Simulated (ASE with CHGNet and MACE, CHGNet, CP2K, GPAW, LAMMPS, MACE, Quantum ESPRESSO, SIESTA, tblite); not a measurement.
## Glassy 45P2O5-55ZnO (mol %) (85 atoms) in machine-learned potentials

Wanted: machine-learned potentials inputs and outputs for glassy 45P2O5-55ZnO (mol %) (85 atoms), checked against a plane-wave reference.

Method: the method is named at each step, in ASE with CHGNet and MACE.

### Step 1. The structure

The cell holds 85 atoms: 18 P, 11 Zn and 56 O. Its edges and angles: a = 10.498 Å, b = 10.498 Å, c = 10.498 Å, α = 90.0°, β = 90.0°, γ = 90.0°. 85 atoms (18 P, 11 Zn, 56 O) placed at random at 3.06 g/cm³, melted at 4000 K for 10 ps at fixed volume with the Morse and Coulomb pair potential with partial charges (Pedone, Malavasi, Menziani, Cormack and Segre, J. Phys. Chem. B 110, 11780 (2006)). Quenched from 4000 K to 300 K at 500 K/ps and fixed volume, held 10 ps at zero pressure, then minimised at fixed cell.

The yardstick, on the same geometry:

- method: Kohn-Sham DFT, PBE, SSSP efficiency 1.3.0 pseudopotentials, plane waves (Quantum ESPRESSO 7.5); sssp-pbe-1.3.0-efficiency, cutoffs 60/480 Ry, Γ point
- r.m.s. force component: 1.139 eV/Å
- longest force: 4.854 eV/Å
- pressure: 2.275 GPa
- gap (highest filled to lowest empty level): 1.682 eV
- time: 4.1 min on 4 MPI ranks of Arm Neoverse V1, shared host
- CPU time: 16 min

### Step 2. CHGNet 0.3.0 potential

Method: machine-learned interatomic potential CHGNet 0.3.0, trained on PBE(+U) plane-wave data.

run.py

```python
import numpy as np
from ase.io import read
import mlip  # loads the published weights by name

atoms = read("structure.xyz")
atoms.calc = mlip.calc("chgnet-0.3.0")
energy = atoms.get_potential_energy()
forces = atoms.get_forces()
print(f"energy {energy:.6f} eV")
print("forces (eV/A)")
for i, (a, f) in enumerate(zip(atoms, forces)):
    print(f"{i:4d} {a.symbol:2s} {f[0]:10.5f} {f[1]:10.5f} {f[2]:10.5f}")
stress = -atoms.get_stress(voigt=False) * 160.21766
print("stress (GPa, compression positive)")
for row in stress:
    print(" ".join(f"{x:10.4f}" for x in row))
```

structure.xyz

```xyz
85
Lattice="10.49771 0.00000 0.00000 0.00000 10.49771 0.00000 0.00000 0.00000 10.49771" Properties=species:S:1:pos:R:3 pbc="T T T"
P 3.00675 4.87965 10.33919
P 9.98542 2.05902 7.37328
P 7.18085 7.11293 1.94029
P 5.47057 6.61650 9.83803
P 8.74858 8.76884 8.70166
P 0.96075 1.70640 2.66316
P 5.37630 8.75026 7.57956
P 6.72683 4.12780 2.40020
P 4.49648 1.72519 5.50038
P 4.70612 10.29437 1.42748
P 1.26088 8.10045 9.16755
P 3.87219 4.69374 4.94379
P 1.75480 4.67757 2.67545
P 9.33992 10.01670 5.89331
P 4.27981 2.07456 10.05166
P 9.02026 3.47159 0.39125
P 9.35031 5.58898 5.38543
P 2.29050 9.58598 3.26615
Zn 0.16849 7.37212 1.73296
Zn 1.44721 7.74290 5.84701
Zn 6.55928 6.89437 4.95418
Zn 7.93795 5.38847 8.39806
Zn 1.39735 5.00090 7.29864
Zn 1.41530 0.81662 9.88443
Zn 6.72168 1.42769 8.04093
Zn 8.76979 2.57026 4.25693
Zn 2.74169 0.20638 7.66270
Zn 7.78888 0.42810 0.66597
Zn 6.53598 9.97314 3.85707
O 8.85734 1.97493 0.24974
O 6.97205 5.66813 2.50528
O 10.25910 3.80689 1.17606
O 8.60802 7.36225 1.55041
O 3.62780 9.83069 2.44775
O 5.50059 1.90880 6.60925
O 1.51199 3.14385 2.95311
O 6.14022 0.06698 1.87006
O 4.21378 3.16653 4.92668
O 5.96553 8.10728 6.33946
O 8.53978 6.65618 4.64986
O 5.31992 3.93003 1.96433
O 0.22549 3.30699 6.99662
O 1.27873 1.36995 1.22498
O 6.18011 5.42291 9.26055
O 7.76232 3.81812 1.27957
O 6.58238 8.06529 2.94986
O 4.71662 9.27798 0.33950
O 3.75451 3.50959 10.22351
O 8.44079 5.26870 6.56422
O 2.41983 4.81656 1.27022
O 3.15992 1.26676 6.04899
O 5.70960 1.97693 9.63333
O 8.96641 4.32768 9.65926
O 8.01763 7.46398 8.61201
O 2.90031 4.91881 3.73634
O 9.85347 0.98217 6.18032
[... 25 atom lines left out ...]
O 7.10737 3.26174 3.56145
O 4.07878 6.01183 10.24566
O 10.23201 8.38337 8.96651
O 10.04242 1.59901 3.14753
```

Run with:

```
$ OMP_NUM_THREADS=1 python run.py > output.txt
```

What it wrote:

```text
CHGNet v0.3.0 initialized with 412,525 parameters
CHGNet will run on cpu
energy -583.408813 eV
forces (eV/A)
   0 P    -1.39220   -0.82620   -2.14591
   1 P    -0.14499    0.12695    1.41805
   2 P     1.46492   -0.12586   -0.21842
   3 P     2.66667   -2.18182   -1.10470
   4 P    -0.11240   -1.25353    0.07986
   5 P    -1.23882   -1.98672   -2.49218
   6 P     1.03931    2.63141   -1.64683
   7 P    -1.71259   -1.52984   -1.43823
   8 P     0.59387   -1.21590    1.56762
   9 P    -0.23044   -2.62752   -4.00616
  10 P    -0.75682   -0.00948    0.40396
  11 P     0.78703    0.25900    1.80929
  12 P    -0.42590    1.03344    0.91184
  13 P     1.01072   -0.91042    0.38138
  14 P     1.02531   -1.87430   -1.09751
  15 P     1.22091    0.48436    1.02299
  16 P    -1.74933   -0.69124    0.02034
  17 P    -2.01045   -1.39456   -0.97287
  18 Zn    0.19872    0.37835   -0.39086
  19 Zn   -0.58579    0.51160    0.07160
  20 Zn    0.46067   -0.36229    0.35273
  21 Zn    0.44957    0.15272   -0.14048
  22 Zn   -0.18796   -0.30443   -0.49978
  23 Zn   -0.72345    0.24519    0.60938
[...]
77 O     0.73790   -0.47715   -0.37810
  78 O    -0.03352   -0.64765    0.88832
  79 O     0.78052   -0.80120    0.87822
  80 O     0.53022   -0.63374   -1.50991
  81 O     0.49074   -0.41424    1.45671
  82 O    -1.08572    0.82645    1.15364
  83 O    -0.51972    0.09436    0.10727
  84 O    -0.30290   -0.01690    0.43126
stress (GPa, compression positive)
    1.6551    -0.8343     0.3428
   -0.8343     1.2165     0.8318
    0.3428     0.8318     2.7332
```

Wall time 5.1 s (1 thread of Arm Neoverse V1, shared host); peak memory 1.1 GiB.

Banners, paths, timers and routine set-up lines are dropped from the logs unmarked, and long logs keep their key lines alone; longer cuts are marked.

Numbers from this run, and their distance from the reference:

```yaml
r_m_s_force_component: 0.9624 eV/Å
r_m_s_difference_of_force_components: 296.5 meV/Å
longest_difference_of_force_vectors: 1226 meV/Å
force_difference_over_r_m_s_force: 26.02 %
slope_of_forces_against_the_reference_s: 0.8228
correlation_of_force_components: 0.9742
pressure: 1.868 GPa
pressure_difference: -0.4067 GPa
```

Length of the force difference by element (eV/Å):

```csv
element,atoms,mean,most
O,56,0.41,1.2
P,18,0.66,1.2
Zn,11,0.36,0.64
```

The surroundings of O52, picked at random, nearest first, numbered as they follow in the input and with coordinates relative to it.

| atom | x | y | z | distance (Å) | bonds | Fx | Fy | Fz (eV/Å) |
| --- | --- | --- | --- | --- | --- | --- | --- | --- |
| O52 | 0.00 | 0.00 | 0.00 | 0.00 | 2 | 0.59 | 0.75 | -0.08 |
| P15 | -1.43 | 0.10 | 0.42 | 1.49 | 4 | 1.03 | -1.87 | -1.10 |
| Zn25 | 1.01 | -0.55 | -1.59 | 1.97 | 4 | -0.09 | -0.51 | -0.69 |
| O75 | -1.49 | -0.82 | 1.70 | 2.40 | 2 | -1.39 | 2.02 | 1.74 |
| O48 | -1.96 | 1.53 | 0.59 | 2.55 | 2 | 0.84 | 0.57 | 1.15 |
| O62 | -2.45 | -0.55 | -0.50 | 2.56 | 3 | -1.05 | -0.11 | -0.49 |
| Zn28 | 2.08 | -1.55 | 1.53 | 3.01 | 3 | -0.10 | 0.46 | -0.42 |
| O35 | -0.21 | -0.07 | -3.02 | 3.03 | 2 | 0.89 | 0.75 | 0.82 |
| O67 | 0.56 | -2.58 | -1.61 | 3.09 | 2 | 0.65 | 0.22 | 0.75 |

Atoms are counted from 1 here, from 0 in the log.

Forces lie 26 % from the reference's, at 0.0048 times its CPU time (on 1 against 4 cores).

### Step 3. MACE MP-0b2 small potential

Method: machine-learned interatomic potential MACE MP-0b2 small, trained on PBE(+U) plane-wave data.

run.py: that of step 2 with these lines changed.

```diff
@@ -5,3 +5,3 @@
 atoms = read("structure.xyz")
-atoms.calc = mlip.calc("chgnet-0.3.0")
+atoms.calc = mlip.calc("mace-mp-0b2-small")
 energy = atoms.get_potential_energy()
```

structure.xyz is that of step 2.

What it wrote:

```text
energy -543.793021 eV
forces (eV/A)
   0 P    -1.20406   -0.96958   -2.22506
   1 P    -0.28093    0.17554    1.74885
   2 P     1.64943   -0.42745   -0.23062
   3 P     2.65459   -1.68451   -1.08855
   4 P    -0.14467   -1.20193    0.57652
   5 P    -1.36614   -1.91883   -2.57265
   6 P     0.81364    3.04155   -1.67830
   7 P    -1.07911   -1.71289   -1.43807
   8 P     0.91042   -1.39389    1.97742
   9 P    -0.00809   -2.50337   -3.86829
  10 P    -0.74005    0.10588    0.34300
  11 P     0.84071    0.18131    1.99340
  12 P    -0.49611    0.86300    0.89561
  13 P     1.12698   -1.18257    0.27504
  14 P     1.51264   -2.24167   -0.84733
  15 P     0.88957    0.46515    1.02549
  16 P    -2.05647   -0.97799    0.15803
  17 P    -1.99797   -1.35142   -1.16843
  18 Zn    0.31437    0.28132   -0.48184
  19 Zn   -0.62356    0.53691    0.04847
  20 Zn    0.36900   -0.46329    0.43189
  21 Zn    0.50006    0.15996   -0.19266
  22 Zn   -0.25991   -0.36573   -0.45920
  23 Zn   -0.77710    0.37373    0.87034
[...]
77 O     0.69641   -0.41137   -0.39240
  78 O    -0.13276   -0.64295    0.87063
  79 O     0.97916   -1.12859    0.87005
  80 O     0.48888   -0.53206   -1.51691
  81 O     0.35019   -0.32022    1.39010
  82 O    -1.20473    0.81671    1.14101
  83 O    -0.42589    0.09813    0.10173
  84 O    -0.21948   -0.07289    0.42470
stress (GPa, compression positive)
    1.1341    -0.9395     0.4683
   -0.9395     0.4358     0.9946
    0.4683     0.9946     2.4967
```

The job ended after 7.8 s (1 thread; peak memory 0.67 GiB).

Compared with the plane-wave run:

- r.m.s. force component: 0.9856 eV/Å
- r.m.s. difference of force components: 257.8 meV/Å
- longest difference of force vectors: 1299 meV/Å
- force difference over r.m.s. force: 22.63 %
- slope of forces against the reference's: 0.8485
- correlation of force components: 0.9809
- pressure: 1.355 GPa
- pressure difference: -0.9195 GPa

Against the first run (26 %), the force difference from the reference is 23 %, at 1.6 times the CPU time.

### Step 4. MACE MPA-0 medium potential

Method: machine-learned interatomic potential MACE MPA-0 medium, trained on PBE(+U) plane-wave data.

run.py: that of step 3 with these lines changed.

```diff
@@ -5,3 +5,3 @@
 atoms = read("structure.xyz")
-atoms.calc = mlip.calc("mace-mp-0b2-small")
+atoms.calc = mlip.calc("mace-mpa-0-medium")
 energy = atoms.get_potential_energy()
```

structure.xyz is that of step 3.

What it wrote:

```text
energy -543.063109 eV
forces (eV/A)
   0 P    -1.17213   -0.85164   -2.05030
   1 P    -0.18990    0.20812    1.80976
   2 P     1.44997   -0.63042   -0.22048
   3 P     2.61305   -1.73903   -1.43303
   4 P    -0.22808   -1.51166    0.51782
   5 P    -1.34488   -1.95143   -2.74186
   6 P     0.73082    3.18426   -1.59103
   7 P    -1.25851   -1.89567   -1.77872
   8 P     0.74942   -1.42848    2.00174
   9 P    -0.38453   -2.60105   -4.11579
  10 P    -0.87051    0.11741    0.26955
  11 P     1.10459   -0.16106    1.93389
  12 P    -0.58862    0.58966    0.99175
  13 P     1.09015   -1.02984    0.56265
  14 P     1.30025   -2.25017   -0.95524
  15 P     1.09397    0.82680    1.18951
  16 P    -2.21877   -0.95750    0.14243
  17 P    -2.12443   -1.23371   -1.09166
  18 Zn    0.21260    0.32332   -0.44458
  19 Zn   -0.70564    0.50807    0.05150
  20 Zn    0.47927   -0.54740    0.48404
  21 Zn    0.56107    0.15403   -0.06049
  22 Zn   -0.29806   -0.43283   -0.60762
  23 Zn   -0.83583    0.48129    0.87493
[...]
77 O     0.74896   -0.48295   -0.42753
  78 O    -0.13947   -0.54796    0.81202
  79 O     0.98795   -1.09500    0.84131
  80 O     0.50118   -0.56373   -1.58289
  81 O     0.31808   -0.36671    1.43254
  82 O    -1.24813    0.77846    1.18730
  83 O    -0.44533    0.08470    0.07413
  84 O    -0.28661   -0.05142    0.45974
stress (GPa, compression positive)
    1.1404    -1.0375     0.6177
   -1.0375     0.4444     1.1837
    0.6177     1.1837     2.7368
```

Wall time 9.4 s (1 thread); peak memory 1.1 GiB.

Numbers from this run, and their distance from the reference:

| Item | Value |
| --- | --- |
| r.m.s. force component | 1.024 eV/Å |
| r.m.s. difference of force components | 195.7 meV/Å |
| longest difference of force vectors | 875.1 meV/Å |
| force difference over r.m.s. force | 17.17 % |
| slope of forces against the reference's | 0.8893 |
| correlation of force components | 0.9893 |
| pressure | 1.44 GPa |
| pressure difference | -0.8345 GPa |

Against the first run (26 %), the force difference from the reference is 17 %, at 2.0 times the CPU time.

### Step 5. All runs compared

Differences are against the plane-wave reference, forces as r.m.s. over components; share is that over the reference's r.m.s. force, slope the least-squares factor from reference forces to these. Total energies of different programs have different zeros and aren't compared.

| run | Δ force, r.m.s. (meV/Å) | share (%) | slope | Δ pressure (GPa) | cores | CPU time | memory (GiB) |
| --- | --- | --- | --- | --- | --- | --- | --- |
| reference | - | - | - | - | 4 | 16 min | 3.7 |
| CHGNet 0.3.0 potential | 296 | 26.0 | 0.823 | -0.407 | 1 | 4.8 s | 1.1 |
| MACE MP-0b2 small potential | 258 | 22.6 | 0.849 | -0.919 | 1 | 7.6 s | 0.67 |
| MACE MPA-0 medium potential | 196 | 17.2 | 0.889 | -0.835 | 1 | 9.4 s | 1.1 |

Times of the machine-learned potentials are mostly Python's start and the loading of weights.

CPU time is summed over cores on a shared host, where runs went side by side, so it is rough. Symmetry, cutoffs, thresholds, outputs and thread counts weren't matched or tuned between programs; memory under MPI is the largest rank's times the ranks.

### Step 6. What came out

```json
{
 "nearest in forces": "MACE MPA-0 medium potential, 17 %",
 "its CPU time": "9.4 s"
}
```

**Reading.** Machine-learned potentials differ by 17 % (MACE MPA-0 medium potential) to 26 % (CHGNet 0.3.0 potential); they were trained on other programs' data. Among those trained on PBE data the slope goes as low as 0.82, which softening far from their training structures can give, though the reference's k-sampling is untested too. The reference's pressure holds the uncorrected Pulay stress of its 60 Ry basis, so small pressure differences, and their order, may be the reference's own error. In our tests on small cells the SSSP efficiency potentials stood apart from two norm-conserving sets, for C–F bonds most and for P–O bonds less, so differences between them and other runs here needn't be the other run's error. Machine-learned potentials mimic data converged in k, so the reference's own k-point error enters their differences. The quench rate of 500 K/ps is many orders above laboratory rates, so the cell is likely richer in defects and strain than a real sample. The network of bonds at the start is that of the classical potential that made the cell, and needn't be the one that DFT or experiment would give. The reference's pressure of 2.3 GPa belongs to a cell and atoms that aren't relaxed at this level. The electronic-structure runs sample only Γ, in a cell whose shortest periodic width is 10 Å.

[Also dropped from logs without a mark: logging warnings of Python, and SIESTA's first energy breakdown and zero terms.]

[Logs are printed without paths, hosts, clocks, repeated set-up lines and the standing remarks that a program may print on its own settings, such as how far it seeks lower states.]

[Hosts, paths, dates, database ids (printed as entryN), source tags and the programs' standing remarks are cut or masked in the printed files.]
